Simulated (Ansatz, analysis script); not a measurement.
# Stoner picture of FeAs (Westerveldite)

Wanted: E(M), the field that holds each moment, and the spin susceptibility of FeAs (Westerveldite).

Method: PBEsol, PAW set soft_1 (files made for PBE), in Ansatz 0.2.0.

Most raw output is cut from this account.

The database entry behind the starting cell differs from later determinations by our own check (old inner coordinates), so it need not match the best structure at ambient conditions.

In doubt: warnings of the run leave room for a lower electronic state (step 7), so energies may not be the lowest and differences between runs may mislead.

## (1) Set-up

The structure is orthorhombic, space group Pnma (No. 62). The conventional cell has a = 5.439 Å, b = 3.373 Å, c = 6.028 Å, α = 90.00°, β = 90.00°, γ = 90.00°. Nearest to Fe lie 6 As at 2.34 to 2.57 Å. Nearest to As lie 6 Fe at 2.34 to 2.57 Å. Farther neighbours are not listed.

The cell of this run holds 8 atoms, 4 of them with a starting moment; values «a cell» refer to the cell of the run in question.

## (2) Starting state

The work starts on two spin channels, which tell the size of the moments.

Contents of input.yaml:

```yaml
crystal:
  lattice:
    - [5.439, 0.0, 0.0]
    - [0.0, 3.373, 0.0]
    - [0.0, 0.0, 6.028]
  atoms:
    - { symbol: Fe, position: [0.99, 0.75, 0.19], spin: 2.8 }
    - { symbol: Fe, position: [0.01, 0.25, 0.81], spin: 2.8 }
    - { symbol: Fe, position: [0.51, 0.25, 0.69], spin: 2.8 }
    - { symbol: Fe, position: [0.49, 0.75, 0.31], spin: 2.8 }
    - { symbol: As, position: [0.8, 0.75, 0.58] }
    - { symbol: As, position: [0.2, 0.25, 0.42] }
    - { symbol: As, position: [0.7, 0.25, 0.08] }
    - { symbol: As, position: [0.3, 0.75, 0.92] }
magnetization:
  spin_polarized: true
kpoints:
  mp_grid: { grid: [6, 10, 6] }
hamiltonian:
  xc: pbesol
  pseudopotentials: { kind: paw, azcp: { folder: soft_1 }, xc_functional: pbe }
scf:
  occupations: { method: fermi_dirac, width: 0.05 }
  max_iter: 120
  convergence: { dr2_threshold: 1.0e-08 }
  lower_state_search: "off"
output:
  write_density: true
  write_potential: true
  elf: true
  volumetric_format: npy
```

Started as:

```bash
$ ansatz run input.yaml --threads 1 --pin off --max-ram 2048MiB --backend cpu --events-out ev --progress --plain --runs-dir out
```

Run time: 5.5 min. Hardware: 1 thread of Arm Neoverse V1, shared host; peak memory 1.2 GiB.

Spin moment in the atom's sphere by atom:

```csv
atom,spin moment in the atom's sphere (μB)
Fe1,0.729
Fe2,0.729
Fe3,0.729
Fe4,0.729
As5,-0.033
As6,-0.033
As7,-0.033
As8,-0.033
```

Tables count atoms from 1; parts of the log count from 0.

The run ends ferromagnetic, with a net moment of 2.73 μB a cell. Only this order was typed.

Spin density in the ac plane at fractional y = 0.250, with atoms of Fe and As within 0.2 Å of it.

Ten even steps from '0' (0.0 e/Å³) to '9' (1.3 e/Å³), each cell a mean:
```
000000000000000
320000000000001
951000000000015
620000242000015
100000397200001
000000156200000
000000001000000
000000000000000
000000000000000
000000000000000
000000000000000
000000000000000
000000000000000
000000000000000
000000000000000
000000000000000
```
Columns run along a (5.4 Å), rows up along c (6.0 Å). Atoms in or near the plane, at fractional coordinates: Fe at (0.01, 0.81), Fe at (0.51, 0.69), As at (0.20, 0.42), As at (0.70, 0.08).

Valence density in the ac plane at fractional y = 0.250, with atoms of Fe and As within 0.2 Å of it. It is the smooth field of the valence electrons, not physical close to the nuclei.

Values in e/Å³, 16 rows by 15 columns, each cell a mean:
```
 1  1  0  0  0  0  0  0  0  1  1  1  1  1  1
 9  4  1  0  0  0  0  0  0  0  0  0  0  1  5
26 12  2  0  0  0  1  1  1  0  0  0  0  2 15
19  9  1  0  0  0  3  9  8  2  0  0  0  2 11
 4  2  0  0  0  1  7 24 21  5  1  0  0  1  2
 0  0  0  0  0  1  5 16 14  3  1  0  0  0  0
 0  0  1  1  1  1  1  3  3  1  0  0  0  0  0
 0  1  3  4  2  1  0  0  0  0  0  0  0  0  0
 0  2 16 24  7  1  0  0  0  0  0  0  0  0  0
 0  2 16 26  7  1  0  0  0  0  0  0  0  0  0
 0  1  3  4  2  0  0  0  0  0  0  0  0  0  0
 0  0  0  1  0  0  0  0  0  0  0  0  0  0  0
 0  0  0  0  0  0  0  0  0  1  1  1  0  0  0
 0  0  0  0  0  0  0  0  1  4 13  9  1  0  0
 0  0  0  0  0  0  0  0  1  9 33 22  3  1  0
 0  0  0  0  0  0  0  0  1  3 11  8  1  1  0
```
Columns run along a (5.4 Å), rows up along c (6.0 Å). Atoms in or near the plane, at fractional coordinates: Fe at (0.01, 0.81), Fe at (0.51, 0.69), As at (0.20, 0.42), As at (0.70, 0.08).

ELF in the ac plane at fractional y = 0.250, with atoms of Fe and As within 0.2 Å of it. It is the smooth field of the valence electrons, not physical close to the nuclei.

Values, 16 rows by 15 columns, each cell a mean:
```
0.20 0.19 0.18 0.21 0.19 0.16 0.19 0.34 0.56 0.62 0.60 0.62 0.59 0.35 0.19
0.52 0.38 0.20 0.21 0.27 0.24 0.21 0.25 0.37 0.51 0.60 0.58 0.37 0.23 0.38
0.86 0.59 0.23 0.19 0.28 0.21 0.18 0.24 0.23 0.20 0.29 0.36 0.20 0.27 0.65
0.74 0.50 0.20 0.19 0.26 0.17 0.31 0.53 0.48 0.25 0.16 0.27 0.19 0.25 0.57
0.35 0.25 0.17 0.26 0.25 0.18 0.44 0.83 0.78 0.38 0.16 0.25 0.23 0.18 0.30
0.23 0.29 0.41 0.49 0.39 0.21 0.36 0.67 0.64 0.33 0.17 0.25 0.27 0.20 0.19
0.40 0.57 0.63 0.64 0.59 0.37 0.23 0.30 0.31 0.22 0.19 0.24 0.22 0.20 0.24
0.49 0.58 0.47 0.42 0.56 0.57 0.34 0.18 0.17 0.17 0.19 0.16 0.12 0.12 0.23
0.52 0.47 0.17 0.12 0.32 0.58 0.51 0.30 0.21 0.17 0.13 0.08 0.06 0.08 0.25
0.56 0.49 0.17 0.11 0.29 0.55 0.50 0.30 0.20 0.15 0.10 0.06 0.05 0.08 0.29
0.56 0.61 0.46 0.37 0.48 0.53 0.41 0.26 0.23 0.24 0.22 0.17 0.12 0.13 0.29
0.43 0.57 0.58 0.53 0.48 0.40 0.29 0.28 0.41 0.50 0.49 0.42 0.34 0.26 0.26
0.26 0.34 0.37 0.33 0.26 0.19 0.20 0.39 0.59 0.61 0.53 0.51 0.52 0.43 0.28
0.22 0.18 0.15 0.11 0.07 0.07 0.17 0.46 0.61 0.43 0.21 0.26 0.50 0.53 0.37
0.25 0.18 0.13 0.08 0.05 0.05 0.14 0.42 0.55 0.26 0.09 0.13 0.44 0.58 0.43
0.19 0.18 0.18 0.14 0.09 0.08 0.14 0.38 0.56 0.42 0.21 0.30 0.56 0.56 0.33
```
Columns run along a (5.4 Å), rows up along c (6.0 Å). Atoms in or near the plane, at fractional coordinates: Fe at (0.01, 0.81), Fe at (0.51, 0.69), As at (0.20, 0.42), As at (0.70, 0.08).

## (3) Mesh refined

Levels at the Fermi energy are partly filled, so moments and energy differences can hang on the k-mesh, and the state is solved again on a denser one.

input.yaml, the sections that differ from step 2:

```yaml
crystal:
  lattice:
    - [5.439, 0.0, 0.0]
    - [0.0, 3.373, 0.0]
    - [0.0, 0.0, 6.028]
  atoms:
    - { symbol: Fe, position: [0.99, 0.75, 0.19], spin: 0.73 }
    - { symbol: Fe, position: [0.01, 0.25, 0.81], spin: 0.73 }
    - { symbol: Fe, position: [0.51, 0.25, 0.69], spin: 0.73 }
    - { symbol: Fe, position: [0.49, 0.75, 0.31], spin: 0.73 }
    - { symbol: As, position: [0.8, 0.75, 0.58] }
    - { symbol: As, position: [0.2, 0.25, 0.42] }
    - { symbol: As, position: [0.7, 0.25, 0.08] }
    - { symbol: As, position: [0.3, 0.75, 0.92] }
kpoints:
  mp_grid: { grid: [7, 11, 7] }
basis:
  ecutwfc: 420.0
checkpoint:
  read: start
  write: ck
  compress: false
  write_wavefunctions: false
  write_every: 100000
# magnetization, hamiltonian, scf: as in step 2
# output: removed
```

Started as:

```bash
$ ansatz run input.yaml --threads 4 --pin off --max-ram 8192MiB --backend cpu --events-out ev --progress --plain --runs-dir out
```

It took 28 s on 4 threads; peak memory 1.2 GiB; 1.8 min of CPU time.

Spin moment in the atom's sphere by atom:

```csv
atom,spin moment in the atom's sphere (μB)
Fe1,0.722
Fe2,0.722
Fe3,0.722
Fe4,0.722
As5,-0.033
As6,-0.033
As7,-0.033
As8,-0.033
```

The run ends ferromagnetic, with a net moment of 2.70 μB a cell, against 2.73 μB on the first mesh.

## (4) Without spin

The state without spin is the zero of E(M).

input.yaml, the sections that differ from step 3:

```yaml
crystal:
  lattice:
    - [5.439, 0.0, 0.0]
    - [0.0, 3.373, 0.0]
    - [0.0, 0.0, 6.028]
  atoms:
    - { symbol: Fe, position: [0.99, 0.75, 0.19] }
    - { symbol: Fe, position: [0.01, 0.25, 0.81] }
    - { symbol: Fe, position: [0.51, 0.25, 0.69] }
    - { symbol: Fe, position: [0.49, 0.75, 0.31] }
    - { symbol: As, position: [0.8, 0.75, 0.58] }
    - { symbol: As, position: [0.2, 0.25, 0.42] }
    - { symbol: As, position: [0.7, 0.25, 0.08] }
    - { symbol: As, position: [0.3, 0.75, 0.92] }
scf:
  occupations: { method: fermi_dirac, width: 0.05 }
  max_iter: 120
  convergence: { dr2_threshold: 1.0e-08 }
# kpoints, hamiltonian, basis: as in step 3
# magnetization: removed
# checkpoint: removed
```

Started as:

```bash
$ ansatz run input.yaml --threads 1 --pin off --max-ram 2048MiB --backend cpu --events-out ev --progress --plain --runs-dir out
```

Elapsed: 61 s, on 1 thread; peak memory 0.73 GiB.

The free collinear run lies 154 meV below it.

## (5) Without spin, levels printed

input.yaml: that of step 4 with these lines changed.

```diff
@@ -25 +25,3 @@
   ecutwfc: 420.0
+output:
+  eigenvalues: true
```

It took 73 s on 1 thread; peak memory 0.75 GiB.

## (6) Total moment fixed at 0.667 μB

Two Fermi levels, one a spin, hold the total moment exactly, which reaches states that a free run would leave.

Contents of input.yaml:

```yaml
crystal:
  lattice:
    - [5.439, 0.0, 0.0]
    - [0.0, 3.373, 0.0]
    - [0.0, 0.0, 6.028]
  atoms:
    - { symbol: Fe, position: [0.99, 0.75, 0.19], spin: 0.1666 }
    - { symbol: Fe, position: [0.01, 0.25, 0.81], spin: 0.1668 }
    - { symbol: Fe, position: [0.51, 0.25, 0.69], spin: 0.1668 }
    - { symbol: Fe, position: [0.49, 0.75, 0.31], spin: 0.1668 }
    - { symbol: As, position: [0.8, 0.75, 0.58] }
    - { symbol: As, position: [0.2, 0.25, 0.42] }
    - { symbol: As, position: [0.7, 0.25, 0.08] }
    - { symbol: As, position: [0.3, 0.75, 0.92] }
magnetization:
  spin_polarized: true
  initial_magnetization: 0.667
  spin_locking: { lock_magnetization: hard }
kpoints:
  mp_grid: { grid: [7, 11, 7] }
hamiltonian:
  xc: pbesol
  pseudopotentials: { kind: paw, azcp: { folder: soft_1 }, xc_functional: pbe }
scf:
  occupations: { method: fermi_dirac, width: 0.05 }
  max_iter: 120
  convergence: { dr2_threshold: 1.0e-08 }
  lower_state_search: "off"
basis:
  ecutwfc: 420.0
```

Wall time 18 min (1 thread); peak memory 1.6 GiB.

The run was cut off at the time left to it in the session, and no result is taken from it.

## (7) Total moment fixed at 1.333 μB

input.yaml, the sections that differ from step 6:

```yaml
crystal:
  lattice:
    - [5.439, 0.0, 0.0]
    - [0.0, 3.373, 0.0]
    - [0.0, 0.0, 6.028]
  atoms:
    - { symbol: Fe, position: [0.99, 0.75, 0.19], spin: 0.3334 }
    - { symbol: Fe, position: [0.01, 0.25, 0.81], spin: 0.3332 }
    - { symbol: Fe, position: [0.51, 0.25, 0.69], spin: 0.3332 }
    - { symbol: Fe, position: [0.49, 0.75, 0.31], spin: 0.3332 }
    - { symbol: As, position: [0.8, 0.75, 0.58] }
    - { symbol: As, position: [0.2, 0.25, 0.42] }
    - { symbol: As, position: [0.7, 0.25, 0.08] }
    - { symbol: As, position: [0.3, 0.75, 0.92] }
magnetization:
  spin_polarized: true
  initial_magnetization: 1.333
  spin_locking: { lock_magnetization: hard }
# kpoints, hamiltonian, scf, basis: as in step 6
```

The job ended after 11 min (1 thread; peak memory 1.4 GiB).

The energy is -79.8 meV from the state without spin, and the largest site carries 0.364 μB.

## (8) Total moment fixed at 3.333 μB

input.yaml, the sections that differ from step 7:

```yaml
crystal:
  lattice:
    - [5.439, 0.0, 0.0]
    - [0.0, 3.373, 0.0]
    - [0.0, 0.0, 6.028]
  atoms:
    - { symbol: Fe, position: [0.99, 0.75, 0.19], spin: 0.8334 }
    - { symbol: Fe, position: [0.01, 0.25, 0.81], spin: 0.8332 }
    - { symbol: Fe, position: [0.51, 0.25, 0.69], spin: 0.8332 }
    - { symbol: Fe, position: [0.49, 0.75, 0.31], spin: 0.8332 }
    - { symbol: As, position: [0.8, 0.75, 0.58] }
    - { symbol: As, position: [0.2, 0.25, 0.42] }
    - { symbol: As, position: [0.7, 0.25, 0.08] }
    - { symbol: As, position: [0.3, 0.75, 0.92] }
magnetization:
  spin_polarized: true
  initial_magnetization: 3.333
  spin_locking: { lock_magnetization: hard }
# kpoints, hamiltonian, scf, basis: as in step 7
```

Run time: 8.7 min. Hardware: 1 thread; peak memory 1.4 GiB.

The energy is -144 meV from the state without spin, and the largest site carries 0.887 μB.

## (9) Total moment fixed at 6 μB

input.yaml, the sections that differ from step 8:

```yaml
crystal:
  lattice:
    - [5.439, 0.0, 0.0]
    - [0.0, 3.373, 0.0]
    - [0.0, 0.0, 6.028]
  atoms:
    - { symbol: Fe, position: [0.99, 0.75, 0.19], spin: 1.5 }
    - { symbol: Fe, position: [0.01, 0.25, 0.81], spin: 1.5 }
    - { symbol: Fe, position: [0.51, 0.25, 0.69], spin: 1.5 }
    - { symbol: Fe, position: [0.49, 0.75, 0.31], spin: 1.5 }
    - { symbol: As, position: [0.8, 0.75, 0.58] }
    - { symbol: As, position: [0.2, 0.25, 0.42] }
    - { symbol: As, position: [0.7, 0.25, 0.08] }
    - { symbol: As, position: [0.3, 0.75, 0.92] }
magnetization:
  spin_polarized: true
  initial_magnetization: 6.0
  spin_locking: { lock_magnetization: hard }
# kpoints, hamiltonian, scf, basis: as in step 8
```

Run time: 2.3 min. Hardware: 1 thread; peak memory 1.1 GiB.

The energy is 89.3 meV from the state without spin, and the largest site carries 1.55 μB.

5 more runs differ from these in the same keys alone and are tabled below.

## (10) No field, tight threshold

A field gives a second route to the same curve. A thousand tesla shift each spin by 58 meV, and the threshold is tightened so that small induced moments are resolved.

Contents of input.yaml:

```yaml
crystal:
  lattice:
    - [5.439, 0.0, 0.0]
    - [0.0, 3.373, 0.0]
    - [0.0, 0.0, 6.028]
  atoms:
    - { symbol: Fe, position: [0.99, 0.75, 0.19], spin: 0.72 }
    - { symbol: Fe, position: [0.01, 0.25, 0.81], spin: 0.72 }
    - { symbol: Fe, position: [0.51, 0.25, 0.69], spin: 0.72 }
    - { symbol: Fe, position: [0.49, 0.75, 0.31], spin: 0.72 }
    - { symbol: As, position: [0.8, 0.75, 0.58] }
    - { symbol: As, position: [0.2, 0.25, 0.42] }
    - { symbol: As, position: [0.7, 0.25, 0.08] }
    - { symbol: As, position: [0.3, 0.75, 0.92] }
magnetization:
  spin_polarized: true
kpoints:
  mp_grid: { grid: [7, 11, 7] }
hamiltonian:
  xc: pbesol
  pseudopotentials: { kind: paw, azcp: { folder: soft_1 }, xc_functional: pbe }
scf:
  occupations: { method: fermi_dirac, width: 0.05 }
  max_iter: 120
  convergence: { dr2_threshold: 1.0e-10 }
  lower_state_search: "off"
basis:
  ecutwfc: 420.0
```

Elapsed: 4 min, on 1 thread; peak memory 1.1 GiB.

The net moment is 2.70 μB a cell.

## (11) Field of 1500 T

input.yaml: that of step 10 with these lines changed.

```diff
@@ -16,2 +16,3 @@
   spin_polarized: true
+  magnetic_field: 1500.0
 kpoints:
```

Wall time 4.3 min (1 thread); peak memory 1.1 GiB.

The net moment is 4.73 μB a cell.

The other 2 runs of this kind were made alike; their results stand in the table below.

## (12) Another try

A test of how the program answers to a changed input.

Contents of input.yaml:

```yaml
crystal:
  lattice:
    - [5.439, 0.0, 0.0]
    - [0.0, 3.373, 0.0]
    - [0.0, 0.0, 6.028]
  atoms:
    - { symbol: Fe, position: [0.99, 0.75, 0.19], spin: 0.8334 }
    - { symbol: Fe, position: [0.01, 0.25, 0.81], spin: 0.8332 }
    - { symbol: Fe, position: [0.51, 0.25, 0.69], spin: 0.8332 }
    - { symbol: Fe, position: [0.49, 0.75, 0.31], spin: 0.8332 }
    - { symbol: As, position: [0.8, 0.75, 0.58] }
    - { symbol: As, position: [0.2, 0.25, 0.42] }
    - { symbol: As, position: [0.7, 0.25, 0.08] }
    - { symbol: As, position: [0.3, 0.75, 0.92] }
magnetization:
  spin_polarized: true
  initial_magnetization: 3.333
  spin_locking: { lock_magnetization: hard }
kpoints:
  mp_grid: { grid: [7, 11, 7] }
hamiltonian:
  xc: pbesol
  noncollinear_xc: multicollinear
  pseudopotentials: { kind: paw, azcp: { folder: soft_1 }, xc_functional: pbe }
scf:
  occupations: { method: fermi_dirac, width: 0.05 }
  max_iter: 60
  convergence: { dr2_threshold: 1.0e-08 }
  lower_state_search: "off"
basis:
  ecutwfc: 420.0
```

Started as:

```bash
$ ansatz run input.yaml --threads 4 --pin off --max-ram 8192MiB --backend cpu --events-out ev --progress --plain --runs-dir out
```

Run time: 0.03 s. Hardware: 4 threads; peak memory 0.031 GiB.

The program refused the input before any cycle.

The program's message: “Error: inconsistent input (hamiltonian.noncollinear_xc, magnetization.noncollinear): multicollinear requires magnetization.noncollinear: true — the multicollinear treatment sphere-averages signed proj …”

The change that led to it: hamiltonian = {"noncollinear_xc": "multicollinear"}.

## (13) E(M) and M(B)

Table of energy less the state without spin by total moment:

| total moment (μB/cell) | energy less the state without spin (meV/cell) |
| --- | --- |
| 0.00 | 0 |
| 1.33 | -79.8 |
| 2.00 | -137 |
| 2.67 | -154 |
| 3.33 | -144 |
| 4.00 | -113 |
| 4.67 | -65.0 |
| 5.33 | 1.31 |
| 6.00 | 89.3 |

The field that holds a moment is half the difference of the two Fermi levels over μB.

The field that holds the moment by total moment:

```csv
total moment (μB/cell),field that holds the moment (T)
1.33,-1639
2.00,-1029
2.67,-32.6
3.33,564
4.00,1032
4.67,1455
5.33,2000
6.00,2553
```

Site moments:

```csv
total (μB),Fe no. 1 (μB),Fe no. 2 (μB),Fe no. 3 (μB),Fe no. 4 (μB),As no. 5 (μB),As no. 6 (μB),As no. 7 (μB),As no. 8 (μB)
1.333,0.364,0.3639,0.3639,0.364,-0.0203,-0.0203,-0.0203,-0.0203
2,0.5397,0.5397,0.5397,0.5397,-0.0278,-0.0278,-0.0278,-0.0278
2.667,0.7124,0.7124,0.7124,0.7124,-0.0327,-0.0327,-0.0327,-0.0327
3.333,0.8865,0.8866,0.8866,0.8866,-0.0375,-0.0375,-0.0375,-0.0375
4,1.06,1.06,1.06,1.06,-0.0418,-0.0418,-0.0418,-0.0418
4.667,1.23,1.23,1.23,1.23,-0.0443,-0.0443,-0.0443,-0.0443
5.333,1.394,1.394,1.394,1.394,-0.0444,-0.0444,-0.0444,-0.0444
6,1.551,1.551,1.551,1.551,-0.0412,-0.0412,-0.0412,-0.0412
```

Total moment against field:

```
field (T)  total moment (μB/cell)
        0                    2.70
      300                    3.03
      600                    3.38
     1500                    4.73
```

Three Landau terms miss the curve as a whole or at its small-moment end, and no Stoner analysis is made here.

## (14) Results

| Property | Result |
| --- | --- |
| state of the free run | ferromagnetic |
| net moment of the free run | 2.70 μB |
| energy of the free run from the state without spin | -154 meV a cell |
| lowest of the fixed moments tried | M = 2.667 μB, -154 meV |
| dM/dB between 0 and 300 T | 1.10 μB a cell per 1000 T |

**Reading.** At this level the system is magnetic: the free run keeps 0.722 μB on the largest site. No other order was typed. Semilocal functionals tend to overstate moments this weak, since they lack spin fluctuations. Among the fixed moments, E(M) falls 154 meV below the state without spin and is lowest near 2.667 μB on this grid. The field acts on spins alone. The 13 fixed-moment and field runs took 1.5 h of wall time, added up. Energies are free energies at a smearing of 0.05 eV, and with partly filled levels differences shift, at times strongly, as the smearing goes to zero. In doubt: the program's search for lower states was switched off, so a lower magnetic state than those reached may exist.

[Logs and program files are shortened in this print: banners, set-up blocks, solver, clock and traceback lines can be left out without a mark of their own.]

[Logs are printed without paths, hosts, clocks, repeated set-up lines and the standing remarks that a program may print on its own settings, such as how far it seeks lower states.]

[Hosts, paths, dates, database ids (printed as entryN), source tags and the programs' standing remarks are cut or masked in the printed files.]
